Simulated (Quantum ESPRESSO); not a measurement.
# antimonene, 1 layer: a series in biaxial strain, part 5 of 6

Wanted: a table for antimonene, 1 layer against biaxial strain, and what can be fitted to it.

Quantum ESPRESSO 7.5; plane-wave DFT, PBE, GBRV ultrasoft pseudopotentials.

So far. Step 3 (Relaxation with pw.x, -4 %): The relaxation lowers the energy by 9 meV an atom. Step 6 (Bands along a path, -4 %): Along this path the valence top lies at Γ and the conduction bottom at K.

## Step 7: Relaxing the ions, -3 %

Input file m1.relax.in:

```
&control
  prefix = 'm1.relax'
  outdir = './out'
  pseudo_dir = './pseudo'
  nstep = 40
  forc_conv_thr = 0.0003
  calculation = 'relax'
  tstress = .true.
/
&system
  ibrav = 0
  nat = 2
  ntyp = 1
  ecutwfc = 50
  ecutrho = 250
  occupations = 'smearing'
  smearing = 'fd'
  degauss = 0.002
/
&electrons
  conv_thr = 1e-09
  mixing_beta = 0.4
  electron_maxstep = 120
  mixing_mode = 'plain'
/
&ions
/
ATOMIC_SPECIES
  Sb  121.7600  sb_pbe_v1.4.uspp.F.UPF
CELL_PARAMETERS angstrom
  3.99468526892000 0.00000000000000 0.00000000000000
  -1.99734263446000 3.45949892295000 0.00000000000000
  0.00000000000000 0.00000000000000 16.65000000000000
ATOMIC_POSITIONS crystal
  Sb  0.666666666700 0.333333333300 0.450822177000
  Sb  0.333333333300 0.666666666700 0.549177823000
K_POINTS automatic
  12 12 1 0 0 0
```

Started as:

```bash
$ OMP_NUM_THREADS=1 mpirun -n 4 pw.x -nk 4 -in m1.relax.in > m1.relax.out
```

What it wrote:

```text
[banner, memory and clock lines left out]
Program PWSCF v.7.5 starts
[...]
Message from routine setup:
[...]
number of electrons       =        30.00
     number of Kohn-Sham states=           19
     kinetic-energy cutoff     =      50.0000  Ry
     charge density cutoff     =     250.0000  Ry
[...]
number of k points=    19  Fermi-Dirac smearing, width (Ry)=  0.0020
[...]
Dense  grid:   103509 G-vectors     FFT dimensions: (  40,  40, 160)
[...]
negative rho (up, down):  2.376E-04 0.000E+00
     Starting wfcs are   18 randomized atomic wfcs +    1 random wfcs
[...]
negative rho (up, down):  3.810E-06 0.000E+00
[...]
estimated scf accuracy    <       2.24602256 Ry
[...]
negative rho (up, down):  8.543E-07 0.000E+00
[...]
estimated scf accuracy    <       0.12012546 Ry
[...]
negative rho (up, down):  1.104E-05 0.000E+00
[...]
estimated scf accuracy    <       0.00713498 Ry
[...]
negative rho (up, down):  5.931E-05 0.000E+00
[...]
estimated scf accuracy    <       0.00118107 Ry
[...]
negative rho (up, down):  4.757E-05 0.000E+00
[...]
estimated scf accuracy    <       0.00001680 Ry
[...]
negative rho (up, down):  4.716E-05 0.000E+00
[...]
estimated scf accuracy    <       0.00000273 Ry
[...]
negative rho (up, down):  4.874E-05 0.000E+00
[...]
estimated scf accuracy    <       0.00000025 Ry
[...]
negative rho (up, down):  5.000E-05 0.000E+00
[...]
estimated scf accuracy    <       0.00000002 Ry
[...]
negative rho (up, down):  5.106E-05 0.000E+00
[...]
estimated scf accuracy    <          4.8E-09 Ry
[...]
negative rho (up, down):  5.302E-05 0.000E+00
[...]
the Fermi energy is    -0.3393 ev
!    total energy              =    -369.88926258 Ry
     estimated scf accuracy    <          3.6E-10 Ry
     smearing contrib. (-TS)   =      -0.00000000 Ry
     internal energy E=F+TS    =    -369.88926258 Ry
[...]
one-electron contribution =    -937.37773488 Ry
     hartree contribution      =     473.92133132 Ry
     xc contribution           =     -88.07722228 Ry
     ewald contribution        =     181.64436326 Ry
     convergence has been achieved in  10 iterations
     negative rho (up, down):  5.302E-05 0.000E+00
[...]
Total force =     0.024491     Total SCF correction =     0.000155
[...]
negative rho (up, down):  5.302E-05 0.000E+00
[...]
negative rho (up, down):  6.136E-05 0.000E+00
[...]
negative rho (up, down):  5.471E-05 0.000E+00
[...]
estimated scf accuracy    <       0.00001598 Ry
[...]
negative rho (up, down):  5.429E-05 0.000E+00
[...]
estimated scf accuracy    <       0.00000318 Ry
[...]
negative rho (up, down):  5.367E-05 0.000E+00
[...]
estimated scf accuracy    <       0.00000013 Ry
[...]
negative rho (up, down):  5.339E-05 0.000E+00
[...]
estimated scf accuracy    <       0.00000001 Ry
[...]
negative rho (up, down):  5.258E-05 0.000E+00
[...]
the Fermi energy is    -0.2896 ev
!    total energy              =    -369.88973720 Ry
     estimated scf accuracy    <          7.4E-10 Ry
     smearing contrib. (-TS)   =      -0.00000000 Ry
     internal energy E=F+TS    =    -369.88973720 Ry
[...]
one-electron contribution =    -934.75391568 Ry
     hartree contribution      =     472.63024075 Ry
     xc contribution           =     -88.06847119 Ry
     ewald contribution        =     180.30240893 Ry
     convergence has been achieved in   5 iterations
     negative rho (up, down):  5.258E-05 0.000E+00
[...]
Total force =     0.014429     Total SCF correction =     0.000046
[...]
negative rho (up, down):  5.258E-05 0.000E+00
[...]
negative rho (up, down):  6.262E-05 0.000E+00
[...]
negative rho (up, down):  5.471E-05 0.000E+00
[...]
estimated scf accuracy    <       0.00001945 Ry
[...]
negative rho (up, down):  5.411E-05 0.000E+00
[...]
estimated scf accuracy    <       0.00000382 Ry
[...]
negative rho (up, down):  5.348E-05 0.000E+00
[...]
estimated scf accuracy    <       0.00000017 Ry
[...]
negative rho (up, down):  5.308E-05 0.000E+00
[...]
estimated scf accuracy    <       0.00000001 Ry
[...]
negative rho (up, down):  5.232E-05 0.000E+00
[...]
estimated scf accuracy    <          7.1E-10 Ry
[...]
negative rho (up, down):  5.216E-05 0.000E+00
[...]
estimated scf accuracy    <          6.7E-11 Ry
[...]
negative rho (up, down):  5.223E-05 0.000E+00
[...]
the Fermi energy is    -0.2534 ev
!    total energy              =    -369.88997902 Ry
     estimated scf accuracy    <          7.4E-12 Ry
     smearing contrib. (-TS)   =      -0.00000000 Ry
     internal energy E=F+TS    =    -369.88997902 Ry
[...]
one-electron contribution =    -931.85892977 Ry
     hartree contribution      =     471.20488066 Ry
     xc contribution           =     -88.05889951 Ry
     ewald contribution        =     178.82296960 Ry
     convergence has been achieved in   7 iterations
     negative rho (up, down):  5.223E-05 0.000E+00
[...]
Total force =     0.003618     Total SCF correction =     0.000002
[...]
negative rho (up, down):  5.223E-05 0.000E+00
[...]
negative rho (up, down):  5.324E-05 0.000E+00
[...]
negative rho (up, down):  5.230E-05 0.000E+00
[...]
estimated scf accuracy    <       0.00000220 Ry
[...]
negative rho (up, down):  5.224E-05 0.000E+00
[...]
estimated scf accuracy    <       0.00000042 Ry
[...]
negative rho (up, down):  5.223E-05 0.000E+00
[...]
estimated scf accuracy    <       0.00000002 Ry
[...]
negative rho (up, down):  5.220E-05 0.000E+00
[...]
estimated scf accuracy    <          1.7E-09 Ry
[...]
negative rho (up, down):  5.214E-05 0.000E+00
[...]
estimated scf accuracy    <          7.1E-11 Ry
[...]
negative rho (up, down):  5.214E-05 0.000E+00
[...]
the Fermi energy is    -0.2416 ev
!    total energy              =    -369.88999553 Ry
     estimated scf accuracy    <          5.7E-12 Ry
     smearing contrib. (-TS)   =      -0.00000000 Ry
     internal energy E=F+TS    =    -369.88999553 Ry
[...]
one-electron contribution =    -930.88805911 Ry
     hartree contribution      =     470.72669659 Ry
     xc contribution           =     -88.05569941 Ry
     ewald contribution        =     178.32706640 Ry
     convergence has been achieved in   6 iterations
     negative rho (up, down):  5.214E-05 0.000E+00
[...]
Total force =     0.000062     Total SCF correction =     0.000006
[...]
negative rho (up, down):  5.214E-05 0.000E+00
[...]
```

Elapsed: 1.8 min, on 4 MPI ranks of Arm Neoverse N1, shared host; peak memory 0.7 GiB; 7 min of CPU time.

The steps of the relaxation:

```tsv
step	energy less that of the first step (eV)	largest force (eV/Å)
1	0.0000	0.4453
2	-0.0065	0.2623
3	-0.0097	0.0658
4	-0.0100	0.0011
```

The atoms that moved most (Å):

```tsv
atom	dx	dy	dz	length
Sb1	0.000	0.000	-0.023	0.023
Sb2	0.000	0.000	0.023	0.023
```

The relaxed structure:

```
Sb
1.0
     3.99469    0.00000    0.00000
    -1.99734    3.45950    0.00000
     0.00000    0.00000   16.65000
Sb
2
Direct
  0.66667 0.33333 0.44946
  0.33333 0.66667 0.55054
```

The relaxation lowers the energy by 5 meV an atom.

Read from the output:

```
free energy  : -5032.6098 eV
Fermi energy : -0.2416 eV
```

## Step 8: SCF with pw.x, -3 %

Input file m1.scf.in:

```
&control
  prefix = 'm1.scf'
  outdir = './out'
  pseudo_dir = './pseudo'
  calculation = 'scf'
  tprnfor = .true.
/
&system
  ibrav = 0
  nat = 2
  ntyp = 1
  ecutwfc = 40
  ecutrho = 200
  occupations = 'smearing'
  smearing = 'fd'
  degauss = 0.002
  nbnd = 19
/
&electrons
  conv_thr = 1e-09
  mixing_beta = 0.4
  electron_maxstep = 120
  mixing_mode = 'plain'
/
ATOMIC_SPECIES
  Sb  121.7600  sb_pbe_v1.4.uspp.F.UPF
CELL_PARAMETERS angstrom
  3.99468526892000 0.00000000000000 0.00000000000000
  -1.99734263446000 3.45949892295000 0.00000000000000
  0.00000000000000 0.00000000000000 16.65000000000000
ATOMIC_POSITIONS crystal
  Sb  0.666666666700 0.333333333300 0.449463665900
  Sb  0.333333333300 0.666666666700 0.550536334100
K_POINTS automatic
  12 12 1 0 0 0
```

Started as:

```bash
$ OMP_NUM_THREADS=1 mpirun -n 4 pw.x -nk 4 -in m1.scf.in > m1.scf.out
```

What it wrote:

```text
[banner, memory and clock lines left out]
Program PWSCF v.7.5 starts
[...]
Message from routine setup:
[...]
number of electrons       =        30.00
     number of Kohn-Sham states=           19
     kinetic-energy cutoff     =      40.0000  Ry
     charge density cutoff     =     200.0000  Ry
[...]
number of k points=    19  Fermi-Dirac smearing, width (Ry)=  0.0020
[...]
Dense  grid:    74013 G-vectors     FFT dimensions: (  36,  36, 144)
[...]
negative rho (up, down):  5.189E-04 0.000E+00
     Starting wfcs are   18 randomized atomic wfcs +    1 random wfcs
[...]
negative rho (up, down):  2.665E-05 0.000E+00
[...]
estimated scf accuracy    <       2.24537591 Ry
[...]
negative rho (up, down):  1.115E-05 0.000E+00
[...]
estimated scf accuracy    <       0.12396094 Ry
[...]
negative rho (up, down):  7.656E-05 0.000E+00
[...]
estimated scf accuracy    <       0.00727481 Ry
[...]
negative rho (up, down):  2.009E-04 0.000E+00
[...]
estimated scf accuracy    <       0.00126131 Ry
[...]
negative rho (up, down):  1.935E-04 0.000E+00
[...]
estimated scf accuracy    <       0.00001763 Ry
[...]
negative rho (up, down):  2.017E-04 0.000E+00
[...]
estimated scf accuracy    <       0.00000272 Ry
[...]
negative rho (up, down):  2.092E-04 0.000E+00
[...]
estimated scf accuracy    <       0.00000023 Ry
[...]
negative rho (up, down):  2.143E-04 0.000E+00
[...]
estimated scf accuracy    <       0.00000002 Ry
[...]
negative rho (up, down):  2.180E-04 0.000E+00
[...]
estimated scf accuracy    <          6.2E-09 Ry
[...]
negative rho (up, down):  2.241E-04 0.000E+00
[...]
the Fermi energy is    -0.2388 ev
!    total energy              =    -369.88830019 Ry
     estimated scf accuracy    <          6.5E-10 Ry
     smearing contrib. (-TS)   =      -0.00000000 Ry
     internal energy E=F+TS    =    -369.88830019 Ry
[...]
one-electron contribution =    -930.89371191 Ry
     hartree contribution      =     470.73457562 Ry
     xc contribution           =     -88.05623017 Ry
     ewald contribution        =     178.32706627 Ry
     convergence has been achieved in  10 iterations
     negative rho (up, down):  2.241E-04 0.000E+00
[...]
Total force =     0.000289     Total SCF correction =     0.000219
[...]
```

It took 19 s on 4 MPI ranks; peak memory 0.38 GiB; 75 s of CPU time.

This step gave:

* free energy: -5032.5867 eV
* Fermi energy: -0.2388 eV
* valence top, on the run's zero: -0.6939 eV
* conduction bottom, on the run's zero: 0.2490 eV
* gap by band count: 0.9429 eV

## Step 9: Relaxing the ions, 3 %

Input file m7.relax.in:

```
&control
  prefix = 'm7.relax'
  outdir = './out'
  pseudo_dir = './pseudo'
  nstep = 40
  forc_conv_thr = 0.0003
  calculation = 'relax'
  tstress = .true.
/
&system
  ibrav = 0
  nat = 2
  ntyp = 1
  ecutwfc = 50
  ecutrho = 250
  occupations = 'smearing'
  smearing = 'fd'
  degauss = 0.002
/
&electrons
  conv_thr = 1e-09
  mixing_beta = 0.4
  electron_maxstep = 120
  mixing_mode = 'plain'
/
&ions
/
ATOMIC_SPECIES
  Sb  121.7600  sb_pbe_v1.4.uspp.F.UPF
CELL_PARAMETERS angstrom
  4.24177920308000 0.00000000000000 0.00000000000000
  -2.12088960154000 3.67348854705000 0.00000000000000
  0.00000000000000 0.00000000000000 16.65000000000000
ATOMIC_POSITIONS crystal
  Sb  0.666666666700 0.333333333300 0.450822177000
  Sb  0.333333333300 0.666666666700 0.549177823000
K_POINTS automatic
  12 12 1 0 0 0
```

Started as:

```bash
$ OMP_NUM_THREADS=1 mpirun -n 4 pw.x -nk 4 -in m7.relax.in > m7.relax.out
```

What it wrote:

```text
[banner, memory and clock lines left out]
Program PWSCF v.7.5 starts
[...]
Message from routine setup:
[...]
number of electrons       =        30.00
     number of Kohn-Sham states=           19
     kinetic-energy cutoff     =      50.0000  Ry
     charge density cutoff     =     250.0000  Ry
[...]
number of k points=    19  Fermi-Dirac smearing, width (Ry)=  0.0020
[...]
Dense  grid:   116961 G-vectors     FFT dimensions: (  45,  45, 160)
[...]
negative rho (up, down):  2.511E-04 0.000E+00
     Starting wfcs are   18 randomized atomic wfcs +    1 random wfcs
[...]
negative rho (up, down):  1.881E-06 0.000E+00
[...]
estimated scf accuracy    <       2.28501063 Ry
[...]
negative rho (up, down):  6.414E-07 0.000E+00
[...]
estimated scf accuracy    <       0.12239895 Ry
[...]
negative rho (up, down):  1.410E-05 0.000E+00
[...]
estimated scf accuracy    <       0.00700107 Ry
[...]
negative rho (up, down):  6.288E-05 0.000E+00
[...]
estimated scf accuracy    <       0.00108381 Ry
[...]
negative rho (up, down):  5.020E-05 0.000E+00
[...]
estimated scf accuracy    <       0.00001962 Ry
[...]
negative rho (up, down):  4.951E-05 0.000E+00
[...]
estimated scf accuracy    <       0.00000291 Ry
[...]
negative rho (up, down):  5.115E-05 0.000E+00
[...]
estimated scf accuracy    <       0.00000025 Ry
[...]
negative rho (up, down):  5.243E-05 0.000E+00
[...]
estimated scf accuracy    <       0.00000002 Ry
[...]
negative rho (up, down):  5.354E-05 0.000E+00
[...]
estimated scf accuracy    <          2.3E-09 Ry
[...]
negative rho (up, down):  5.556E-05 0.000E+00
[...]
the Fermi energy is    -0.8073 ev
!    total energy              =    -369.89010334 Ry
     estimated scf accuracy    <          1.9E-10 Ry
     smearing contrib. (-TS)   =      -0.00000000 Ry
     internal energy E=F+TS    =    -369.89010334 Ry
[...]
one-electron contribution =    -864.41814655 Ry
     hartree contribution      =     436.95858298 Ry
     xc contribution           =     -87.95765554 Ry
     ewald contribution        =     145.52711576 Ry
     convergence has been achieved in  10 iterations
     negative rho (up, down):  5.556E-05 0.000E+00
[...]
Total force =     0.019027     Total SCF correction =     0.000058
[...]
negative rho (up, down):  5.556E-05 0.000E+00
[...]
negative rho (up, down):  6.293E-05 0.000E+00
[...]
negative rho (up, down):  5.804E-05 0.000E+00
[...]
estimated scf accuracy    <       0.00000951 Ry
[...]
negative rho (up, down):  5.740E-05 0.000E+00
[...]
estimated scf accuracy    <       0.00000187 Ry
[...]
negative rho (up, down):  5.662E-05 0.000E+00
[...]
estimated scf accuracy    <       0.00000007 Ry
[...]
negative rho (up, down):  5.619E-05 0.000E+00
[...]
estimated scf accuracy    <          6.6E-09 Ry
[...]
negative rho (up, down):  5.550E-05 0.000E+00
[...]
the Fermi energy is    -1.0877 ev
!    total energy              =    -369.89040711 Ry
     estimated scf accuracy    <          5.4E-10 Ry
     smearing contrib. (-TS)   =      -0.00000000 Ry
     internal energy E=F+TS    =    -369.89040711 Ry
[...]
one-electron contribution =    -866.17117600 Ry
     hartree contribution      =     437.82294496 Ry
     xc contribution           =     -87.96343533 Ry
     ewald contribution        =     146.42125927 Ry
     convergence has been achieved in   5 iterations
     negative rho (up, down):  5.550E-05 0.000E+00
[...]
Total force =     0.012854     Total SCF correction =     0.000018
[...]
negative rho (up, down):  5.550E-05 0.000E+00
[...]
negative rho (up, down):  6.415E-05 0.000E+00
[...]
negative rho (up, down):  5.845E-05 0.000E+00
[...]
estimated scf accuracy    <       0.00001156 Ry
[...]
negative rho (up, down):  5.768E-05 0.000E+00
[...]
estimated scf accuracy    <       0.00000228 Ry
[...]
negative rho (up, down):  5.670E-05 0.000E+00
[...]
estimated scf accuracy    <       0.00000008 Ry
[...]
negative rho (up, down):  5.618E-05 0.000E+00
[...]
estimated scf accuracy    <          8.2E-09 Ry
[...]
negative rho (up, down):  5.566E-05 0.000E+00
[...]
estimated scf accuracy    <          6.5E-10 Ry
[...]
negative rho (up, down):  5.548E-05 0.000E+00
[...]
estimated scf accuracy    <          4.1E-11 Ry
[...]
negative rho (up, down):  5.539E-05 0.000E+00
[...]
the Fermi energy is    -1.0907 ev
!    total energy              =    -369.89060410 Ry
     estimated scf accuracy    <          4.4E-12 Ry
     smearing contrib. (-TS)   =      -0.00000000 Ry
     internal energy E=F+TS    =    -369.89060410 Ry
[...]
one-electron contribution =    -868.09403221 Ry
     hartree contribution      =     438.77073178 Ry
     xc contribution           =     -87.96978335 Ry
     ewald contribution        =     147.40247969 Ry
     convergence has been achieved in   7 iterations
     negative rho (up, down):  5.539E-05 0.000E+00
[...]
Total force =     0.005954     Total SCF correction =     0.000010
[...]
negative rho (up, down):  5.539E-05 0.000E+00
[...]
negative rho (up, down):  6.219E-05 0.000E+00
[...]
negative rho (up, down):  5.777E-05 0.000E+00
[...]
estimated scf accuracy    <       0.00000863 Ry
[...]
negative rho (up, down):  5.710E-05 0.000E+00
[...]
estimated scf accuracy    <       0.00000171 Ry
[...]
negative rho (up, down):  5.632E-05 0.000E+00
[...]
estimated scf accuracy    <       0.00000006 Ry
[...]
negative rho (up, down):  5.587E-05 0.000E+00
[...]
estimated scf accuracy    <          5.6E-09 Ry
[...]
negative rho (up, down):  5.549E-05 0.000E+00
[...]
estimated scf accuracy    <          4.9E-10 Ry
[...]
negative rho (up, down):  5.535E-05 0.000E+00
[...]
estimated scf accuracy    <          3.4E-11 Ry
[...]
negative rho (up, down):  5.529E-05 0.000E+00
[...]
the Fermi energy is    -1.0938 ev
!    total energy              =    -369.89065698 Ry
     estimated scf accuracy    <          5.2E-12 Ry
     smearing contrib. (-TS)   =      -0.00000000 Ry
     internal energy E=F+TS    =    -369.89065698 Ry
[...]
one-electron contribution =    -869.74843971 Ry
     hartree contribution      =     439.58588657 Ry
     xc contribution           =     -87.97527156 Ry
     ewald contribution        =     148.24716772 Ry
     convergence has been achieved in   7 iterations
     negative rho (up, down):  5.529E-05 0.000E+00
[...]
Total force =     0.000087     Total SCF correction =     0.000011
[...]
negative rho (up, down):  5.529E-05 0.000E+00
[...]
```

The job ended after 2.1 min (4 MPI ranks; peak memory 0.76 GiB; 8.3 min of CPU time).

The steps of the relaxation:

```tsv
step	energy less that of the first step (eV)	largest force (eV/Å)
1	0.0000	0.3459
2	-0.0041	0.2337
3	-0.0068	0.1083
4	-0.0075	0.0016
```

The atoms that moved most (Å):

```tsv
atom	dx	dy	dz	length
Sb1	0.000	0.000	0.022	0.022
Sb2	0.000	0.000	-0.022	0.022
```

Final coordinates:

```xyz
2
Lattice="4.2418 0.0000 0.0000 -2.1209 3.6735 0.0000 0.0000 0.0000 16.6500" Properties=species:S:1:pos:R:3
Sb    2.1209    1.2245    7.5279
Sb    0.0000    2.4490    9.1221
```

The relaxation lowers the energy by 4 meV an atom.

Numbers from this step:

| Quantity | Value |
| --- | --- |
| free energy | -5032.6188 eV |
| Fermi energy | -1.094 eV |

[end of part 5 of 6]

[Logs are printed without paths, hosts, clocks, repeated set-up lines and the standing remarks that a program may print on its own settings, such as how far it seeks lower states.]

[Hosts, paths, dates, database ids (printed as entryN), source tags and the programs' standing remarks are cut or masked in the printed files.]

[Maps of the electrostatic potential energy from Ansatz leave out the sawtooth potential of an applied field or a dipole correction, so their vacuum need not be flat; planar profiles and work functions include it.]
